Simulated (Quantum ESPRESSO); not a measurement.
# Commensurate spirals of FePt (Tetraferroplatinum)

Aim: the energy of flat spin spirals of FePt (Tetraferroplatinum) that close within a few cells.

Calculated with Quantum ESPRESSO 7.5; LDA; plane waves with GBRV 1.5 LDA potentials, no spin-orbit coupling, flat spiral in a supercell.

## (1) The starting structure

Symmetry: P4/mmm, No. 123, tetragonal system. The conventional cell has a = 2.724 Å, b = 2.724 Å, c = 3.720 Å, α = 90.00°, β = 90.00°, γ = 90.00°. Fe has 8 Pt at 2.68 Å and 4 Fe at 2.72 Å nearest. Nearest to Pt lie 8 Fe at 2.68 Å and 4 Pt at 2.72 Å. Farther neighbours are not listed.

The cell comes from the Crystallography Open Database.

## (2) Parallel moments, one cell

Input file pw.in:

```
&CONTROL
  calculation = 'scf'
  prefix = 'pwscf'
  outdir = './tmp'
  pseudo_dir = './pseudo'
  disk_io = 'nowf'
/
&SYSTEM
  ibrav = 0
  celldm(1) = 8
  nat = 2
  ntyp = 2
  ecutwfc = 34
  ecutrho = 238
  nbnd = 46
  occupations = 'smearing'
  smearing = 'fd'
  degauss = 0.00734986
  noncolin = .true.
  starting_magnetization(1) = 0.175
  angle1(1) = 90
  angle2(1) = 0
  starting_magnetization(2) = 0
/
&ELECTRONS
  conv_thr = 4d-09
  electron_maxstep = 150
  mixing_beta = 0.3
/
ATOMIC_SPECIES
Fe     55.8450 fe_lda_v1.5.uspp.F.UPF
Pt    195.0840 pt_lda_v1.4.uspp.F.UPF
CELL_PARAMETERS alat
   0.6433336375523    0.0000000000000    0.0000000000000
   0.0000000000000    0.6433336375523    0.0000000000000
   0.0000000000000    0.0000000000000    0.8787226479510
ATOMIC_POSITIONS crystal
Fe      0.0000000000    0.0000000000    0.0000000000
Pt      0.5000000000    0.5000000000    0.5000000000
K_POINTS automatic
12 8 8 0 0 0
```

Command:

```sh
> OMP_NUM_THREADS=1 mpirun -n 4 pw.x -nk 4 -in pw.in > pw.out
```

Log:

```text
Program PWSCF v.7.5 starts

     Message from routine setup:
     using ibrav=0 with symmetry is DISCOURAGED, use correct ibrav instead

     K-points division:     npool     =       4
     Subspace diagonalization in iterative solution of the eigenvalue problem:

     G-vector sticks info
     --------------------
     sticks:   dense  smooth     PW     G-vecs:    dense   smooth      PW
     Sum         497     293     97                11595     4999     999

     Using Slab Decomposition

     bravais-lattice index     =            0
     lattice parameter (alat)  =       8.0000  a.u.
     unit-cell volume          =     186.2063 (a.u.)^3
     number of atoms/cell      =            2
     number of atomic types    =            2
     number of electrons       =        32.00
     number of Kohn-Sham states=           46
     kinetic-energy cutoff     =      34.0000  Ry
     charge density cutoff     =     238.0000  Ry
     scf convergence threshold =      4.0E-09
     mixing beta               =       0.3000
     number of iterations used =            8  plain     mixing
     Exchange-correlation=  SLA  PZ   NOGX NOGC
                           (   1   1   0   0   0   0   0)
     Noncollinear calculation without spin-orbit

     celldm(1)=   8.000000  celldm(2)=   0.000000  celldm(3)=   0.000000
     celldm(4)=   0.000000  celldm(5)=   0.000000  celldm(6)=   0.000000

     crystal axes: (cart. coord. in units of alat)
               a(1) = (   0.643334   0.000000   0.000000 )
               a(2) = (   0.000000   0.643334   0.000000 )
               a(3) = (   0.000000   0.000000   0.878723 )

     reciprocal axes: (cart. coord. in units 2 pi/alat)
               b(1) = (  1.554403  0.000000  0.000000 )
               b(2) = (  0.000000  1.554403  0.000000 )
               b(3) = (  0.000000  0.000000  1.138016 )

     PseudoPot. # 1 for Fe read from file:
     fe_lda_v1.5.uspp.F.UPF
     Pseudo is Ultrasoft + core correction, Zval = 16.0
     Generated by new atomic code, or converted to UPF format
     Using radial grid of  861 points,  6 beta functions with:
                l(1) =   0
                l(2) =   0
                l(3) =   1
                l(4) =   1
                l(5) =   2
                l(6) =   2
     Q(r) pseudized with  8 coefficients,  rinner =    1.000   1.000   1.000
                                                       1.000   1.000

     PseudoPot. # 2 for Pt read from file:
     pt_lda_v1.4.uspp.F.UPF
     Pseudo is Ultrasoft + core correction, Zval = 16.0
     Generated by new atomic code, or converted to UPF format
     Using radial grid of  985 points,  6 beta functions with:
                l(1) =   0
                l(2) =   0
                l(3) =   1
                l(4) =   1
                l(5) =   2
                l(6) =   2
     Q(r) pseudized with  8 coefficients,  rinner =    1.300   1.300   1.300
                                                       1.300   1.300

     atomic species   valence    mass     pseudopotential
     Fe               16.00    55.84500     Fe( 1.00)
     Pt               16.00   195.08400     Pt( 1.00)

      8 Sym. Ops., with inversion, found

   Cartesian axes

     site n.     atom                  positions (alat units)
         1        Fe     tau(   1) = (   0.0000000   0.0000000   0.0000000  )
         2        Pt     tau(   2) = (   0.3216668   0.3216668   0.4393613  )

     number of k points=   305  Fermi-Dirac smearing, width (Ry)=  0.0073

     Number of k-points >= 100: set verbosity='high' to print them.

     Dense  grid:    11595 G-vectors     FFT dimensions: (  25,  25,  36)

     Smooth grid:     4999 G-vectors     FFT dimensions: (  20,  20,  27)

     Check: negative core charge=   -0.000018
     Generating pointlists ...
     new r_m :   0.2609 (alat units)  2.0870 (a.u.) for type    1
     new r_m :   0.2609 (alat units)  2.0870 (a.u.) for type    2

     Initial potential from superposition of free atoms

     starting charge      30.5000, renormalised to      32.0000

     negative rho (up, down):  1.887E-01 0.000E+00

 ==============================================================================
     atom number    1 relative position :    0.0000   0.0000   0.0000
     charge :    14.666898  (integrated on a sphere of radius 0.261)
     magnetization :          2.527105    0.000000    0.000000
     magnetization/charge:    0.172300    0.000000    0.000000
     polar coord.: r, theta, phi [deg] :     2.527105   90.000000    0.000000

 ==============================================================================

 ==============================================================================
     atom number    2 relative position :    0.3217   0.3217   0.4394
     charge :    14.655379  (integrated on a sphere of radius 0.261)
     magnetization :          0.037376    0.000000    0.000000
     magnetization/charge:    0.002550    0.000000    0.000000
     polar coord.: r, theta, phi [deg] :     0.037376   90.000000    0.000000

 ==============================================================================
     Starting wfcs are   50 randomized atomic wfcs

     Self-consistent Calculation

     iteration #  1     ecut=    34.00 Ry     beta= 0.30
     Davidson diagonalization with overlap
     ethr =  1.00E-02,  avg # of iterations =  3.9

     negative rho (up, down):  1.738E-01 0.000E+00

     total energy              =    -458.59705610 Ry
     estimated scf accuracy    <       8.25181580 Ry

     total magnetization       =     0.68     0.00    -0.00 Bohr mag/cell
     absolute magnetization    =     0.88 Bohr mag/cell

     iteration #  2     ecut=    34.00 Ry     beta= 0.30
     Davidson diagonalization with overlap
     ethr =  1.00E-02,  avg # of iterations =  2.1

     negative rho (up, down):  1.746E-01 0.000E+00

     total energy              =    -460.07997746 Ry
     estimated scf accuracy    <      14.28464608 Ry

     total magnetization       =     0.74    -0.00     0.00 Bohr mag/cell
     absolute magnetization    =     0.81 Bohr mag/cell

     iteration #  3     ecut=    34.00 Ry     beta= 0.30
     Davidson diagonalization with overlap
     ethr =  1.00E-02,  avg # of iterations =  2.1

     negative rho (up, down):  1.726E-01 0.000E+00

     total energy              =    -461.07344294 Ry
     estimated scf accuracy    <       0.31420879 Ry

     total magnetization       =     2.85    -0.00    -0.00 Bohr mag/cell
     absolute magnetization    =     2.88 Bohr mag/cell

     [... further iterations left out ...]

     iteration # 11     ecut=    34.00 Ry     beta= 0.30
     Davidson diagonalization with overlap
     ethr =  3.50E-08,  avg # of iterations =  2.9

     negative rho (up, down):  1.683E-01 0.000E+00

     total energy              =    -461.13289912 Ry
     estimated scf accuracy    <       0.00000866 Ry

     total magnetization       =     3.27     0.00     0.00 Bohr mag/cell
     absolute magnetization    =     3.38 Bohr mag/cell

     iteration # 12     ecut=    34.00 Ry     beta= 0.30
     Davidson diagonalization with overlap
     ethr =  2.71E-08,  avg # of iterations =  1.1

     negative rho (up, down):  1.683E-01 0.000E+00

     total energy              =    -461.13289936 Ry
     estimated scf accuracy    <       0.00000123 Ry

     total magnetization       =     3.27    -0.00    -0.00 Bohr mag/cell
     absolute magnetization    =     3.38 Bohr mag/cell

     iteration # 13     ecut=    34.00 Ry     beta= 0.30
     Davidson diagonalization with overlap
     ethr =  3.84E-09,  avg # of iterations =  1.4

     negative rho (up, down):  1.683E-01 0.000E+00

     total energy              =    -461.13289948 Ry
     estimated scf accuracy    <          7.7E-09 Ry

     total magnetization       =     3.27     0.00     0.00 Bohr mag/cell
     absolute magnetization    =     3.38 Bohr mag/cell

     iteration # 14     ecut=    34.00 Ry     beta= 0.30
     Davidson diagonalization with overlap
     ethr =  2.40E-11,  avg # of iterations =  4.2

     negative rho (up, down):  1.683E-01 0.000E+00

 ==============================================================================
     atom number    1 relative position :    0.0000   0.0000   0.0000
     charge :    14.738064  (integrated on a sphere of radius 0.261)
     magnetization :          2.909836    0.000000   -0.000000
     magnetization/charge:    0.197437    0.000000   -0.000000
     polar coord.: r, theta, phi [deg] :     2.909836   90.000000    0.000000

 ==============================================================================

 ==============================================================================
     atom number    2 relative position :    0.3217   0.3217   0.4394
     charge :    13.791438  (integrated on a sphere of radius 0.261)
     magnetization :          0.388044   -0.000000   -0.000000
     magnetization/charge:    0.028137   -0.000000   -0.000000
     polar coord.: r, theta, phi [deg] :     0.388044   90.000000   -0.000000

 ==============================================================================

     End of self-consistent calculation

     Number of k-points >= 100: set verbosity='high' to print the bands.

     the Fermi energy is    19.5695 ev

!    total energy              =    -461.13289949 Ry
     estimated scf accuracy    <          1.5E-09 Ry
     smearing contrib. (-TS)   =      -0.00346496 Ry
     internal energy E=F+TS    =    -461.12943452 Ry

     The total energy is F=E-TS. E is the sum of the following terms:
     one-electron contribution =    -144.51082817 Ry
     hartree contribution      =      95.28414861 Ry
     xc contribution           =     -85.62934372 Ry
     ewald contribution        =    -326.27341125 Ry

     total magnetization       =     3.27     0.00    -0.00 Bohr mag/cell
     absolute magnetization    =     3.38 Bohr mag/cell

     convergence has been achieved in  14 iterations

=------------------------------------------------------------------------------=
   JOB DONE.
=------------------------------------------------------------------------------=
```

Wall time 74 s (4 MPI ranks of Arm Neoverse V1, shared host); peak memory 0.52 GiB; 5 min of CPU time.

Spin moment in the atom's sphere by atom:

| atom | x (μB) | y (μB) | z (μB) | size |
| --- | --- | --- | --- | --- |
| Fe1 | 2.91 | 0.00 | 0.00 | 2.91 |
| Pt2 | 0.39 | 0.00 | 0.00 | 0.39 |

Numbers from this step:

```yaml
smearing_term_ts: 0.04714 eV
magnetization: 3.274, 0, 0 μB
absolute_magnetization: 3.382 μB
final_state: ferromagnetic
```

## (3) One turn in 2 cells along the input cell's a

Neighbouring cells are turned by 180° in the xy plane; the cell holds 4 atoms.

Input file pw.in:

```
&CONTROL
  calculation = 'scf'
  prefix = 'pwscf'
  outdir = './tmp'
  pseudo_dir = './pseudo'
  disk_io = 'nowf'
/
&SYSTEM
  ibrav = 0
  celldm(1) = 8
  nat = 4
  ntyp = 4
  ecutwfc = 34
  ecutrho = 238
  nbnd = 84
  occupations = 'smearing'
  smearing = 'fd'
  degauss = 0.00734986
  noncolin = .true.
  starting_magnetization(1) = 0.175
  angle1(1) = 90
  angle2(1) = 0
  starting_magnetization(2) = 0.175
  angle1(2) = 90
  angle2(2) = 180
  starting_magnetization(3) = 0
  starting_magnetization(4) = 0
/
&ELECTRONS
  conv_thr = 8d-09
  electron_maxstep = 150
  mixing_beta = 0.3
/
ATOMIC_SPECIES
Fe1    55.8450 fe_lda_v1.5.uspp.F.UPF
Fe2    55.8450 fe_lda_v1.5.uspp.F.UPF
Pt1   195.0840 pt_lda_v1.4.uspp.F.UPF
Pt2   195.0840 pt_lda_v1.4.uspp.F.UPF
CELL_PARAMETERS alat
   1.2866672751046    0.0000000000000    0.0000000000000
   0.0000000000000    0.6433336375523    0.0000000000000
   0.0000000000000    0.0000000000000    0.8787226479510
ATOMIC_POSITIONS crystal
Fe1     0.0000000000    0.0000000000    0.0000000000
Fe2     0.5000000000    0.0000000000    0.0000000000
Pt1     0.2500000000    0.5000000000    0.5000000000
Pt2     0.7500000000    0.5000000000    0.5000000000
K_POINTS automatic
6 8 8 0 0 0
```

Log:

```text
     [... lines left out ...]
Program PWSCF v.7.5 starts
     [... lines left out ...]
     number of atoms/cell      =            4
     [... lines left out ...]
     number of electrons       =        64.00
     number of Kohn-Sham states=           84
     kinetic-energy cutoff     =      34.0000  Ry
     charge density cutoff     =     238.0000  Ry
     scf convergence threshold =      8.0E-09
     [... lines left out ...]
     Noncollinear calculation without spin-orbit
     [... lines left out ...]
      4 Sym. Ops. (no inversion) found
     [... lines left out ...]
     number of k points=   118  Fermi-Dirac smearing, width (Ry)=  0.0073
     [... lines left out ...]
     iteration # 18     ecut=    34.00 Ry     beta= 0.30
     [... lines left out ...]
     atom number    1 relative position :    0.0000   0.0000   0.0000
     [... lines left out ...]
     magnetization :          2.833860   -0.000000    0.000000
     [... lines left out ...]
     atom number    2 relative position :    0.6433   0.0000   0.0000
     [... lines left out ...]
     magnetization :         -2.833869    0.000000    0.000000
     [... lines left out ...]
     atom number    3 relative position :    0.3217   0.3217   0.4394
     [... lines left out ...]
     magnetization :         -0.000000   -0.000000    0.000000
     [... lines left out ...]
     atom number    4 relative position :    0.9650   0.3217   0.4394
     [... lines left out ...]
     magnetization :         -0.000000    0.000000    0.000000
     [... lines left out ...]
     the Fermi energy is    19.7536 ev
!    total energy              =    -922.26599261 Ry
     estimated scf accuracy    <          1.6E-09 Ry
     smearing contrib. (-TS)   =      -0.00926699 Ry
     [... lines left out ...]
     total magnetization       =    -0.00    -0.00     0.00 Bohr mag/cell
     absolute magnetization    =     6.00 Bohr mag/cell
     convergence has been achieved in  18 iterations
```

Run time: 3.2 min. Hardware: 4 MPI ranks; peak memory 0.76 GiB; 13 min of CPU time.

Spin moment in the atom's sphere by atom:

| atom | x (μB) | y (μB) | z (μB) | size |
| --- | --- | --- | --- | --- |
| Fe1 | 2.83 | 0.00 | 0.00 | 2.83 |
| Fe2 | -2.83 | 0.00 | 0.00 | 2.83 |
| Pt3 | 0.00 | 0.00 | 0.00 | 0.00 |
| Pt4 | 0.00 | 0.00 | 0.00 | 0.00 |

Read from the output:

* smearing term TS: 0.1261 eV
* magnetization: 0, 0, 0 μB
* absolute magnetization: 5.996 μB
* final state: antiferromagnetic

## (4) One turn in 3 cells along the input cell's a

Neighbouring cells are turned by 120° in the xy plane; the cell holds 6 atoms.

Input file pw.in:

```
&CONTROL
  calculation = 'scf'
  prefix = 'pwscf'
  outdir = './tmp'
  pseudo_dir = './pseudo'
  disk_io = 'nowf'
/
&SYSTEM
  ibrav = 0
  celldm(1) = 8
  nat = 6
  ntyp = 6
  ecutwfc = 34
  ecutrho = 238
  nbnd = 120
  occupations = 'smearing'
  smearing = 'fd'
  degauss = 0.00734986
  noncolin = .true.
  starting_magnetization(1) = 0.175
  angle1(1) = 90
  angle2(1) = 0
  starting_magnetization(2) = 0.175
  angle1(2) = 90
  angle2(2) = 120
  starting_magnetization(3) = 0.175
  angle1(3) = 90
  angle2(3) = -120
  starting_magnetization(4) = 0
  starting_magnetization(5) = 0
  starting_magnetization(6) = 0
/
&ELECTRONS
  conv_thr = 1.2d-08
  electron_maxstep = 150
  mixing_beta = 0.3
/
ATOMIC_SPECIES
Fe1    55.8450 fe_lda_v1.5.uspp.F.UPF
Fe2    55.8450 fe_lda_v1.5.uspp.F.UPF
Fe3    55.8450 fe_lda_v1.5.uspp.F.UPF
Pt1   195.0840 pt_lda_v1.4.uspp.F.UPF
Pt2   195.0840 pt_lda_v1.4.uspp.F.UPF
Pt3   195.0840 pt_lda_v1.4.uspp.F.UPF
CELL_PARAMETERS alat
   1.9300009126569    0.0000000000000    0.0000000000000
   0.0000000000000    0.6433336375523    0.0000000000000
   0.0000000000000    0.0000000000000    0.8787226479510
ATOMIC_POSITIONS crystal
Fe1     0.0000000000    0.0000000000    0.0000000000
Fe2     0.3333333333    0.0000000000    0.0000000000
Fe3     0.6666666667    0.0000000000    0.0000000000
Pt1     0.1666666667    0.5000000000    0.5000000000
Pt2     0.5000000000    0.5000000000    0.5000000000
Pt3     0.8333333333    0.5000000000    0.5000000000
K_POINTS automatic
4 8 8 0 0 0
```

Log:

```text
     [... lines left out ...]
Program PWSCF v.7.5 starts
     [... lines left out ...]
     number of atoms/cell      =            6
     [... lines left out ...]
     number of electrons       =        96.00
     number of Kohn-Sham states=          120
     kinetic-energy cutoff     =      34.0000  Ry
     charge density cutoff     =     238.0000  Ry
     scf convergence threshold =      1.2E-08
     [... lines left out ...]
     Noncollinear calculation without spin-orbit
     [... lines left out ...]
      2 Sym. Ops. (no inversion) found
     [... lines left out ...]
     number of k points=   144  Fermi-Dirac smearing, width (Ry)=  0.0073
     [... lines left out ...]
     iteration # 20     ecut=    34.00 Ry     beta= 0.30
     [... lines left out ...]
     atom number    1 relative position :    0.0000   0.0000   0.0000
     [... lines left out ...]
     magnetization :          2.840519    0.000185    0.000000
     [... lines left out ...]
     atom number    2 relative position :    0.6433   0.0000   0.0000
     [... lines left out ...]
     magnetization :         -1.420088    2.460124    0.000000
     [... lines left out ...]
     atom number    3 relative position :    1.2867   0.0000   0.0000
     [... lines left out ...]
     magnetization :         -1.420277   -2.459988   -0.000000
     [... lines left out ...]
     atom number    4 relative position :    0.3217   0.3217   0.4394
     [... lines left out ...]
     magnetization :          0.060442    0.104697   -0.000000
     [... lines left out ...]
     atom number    5 relative position :    0.9650   0.3217   0.4394
     [... lines left out ...]
     magnetization :         -0.120859    0.000011    0.000000
     [... lines left out ...]
     atom number    6 relative position :    1.6083   0.3217   0.4394
     [... lines left out ...]
     magnetization :          0.060436   -0.104667    0.000000
     [... lines left out ...]
     the Fermi energy is    19.7168 ev
!    total energy              =   -1383.39887515 Ry
     estimated scf accuracy    <          4.2E-09 Ry
     smearing contrib. (-TS)   =      -0.01273734 Ry
     [... lines left out ...]
     total magnetization       =     0.00     0.00    -0.00 Bohr mag/cell
     absolute magnetization    =     9.29 Bohr mag/cell
     convergence has been achieved in  20 iterations
```

The job ended after 11 min (4 MPI ranks; peak memory 1.5 GiB).

[end of part 1 of 2]

[Logs and program files are shortened in this print: banners, set-up blocks, solver, clock and traceback lines can be left out without a mark of their own.]

[Logs are printed without paths, hosts, clocks, repeated set-up lines and the standing remarks that a program may print on its own settings, such as how far it seeks lower states.]

[Hosts, paths, dates, database ids (printed as entryN), source tags and the programs' standing remarks are cut or masked in the printed files.]

[Where a cell is said to come from a database of computed structures, the database is the Materials Project.]
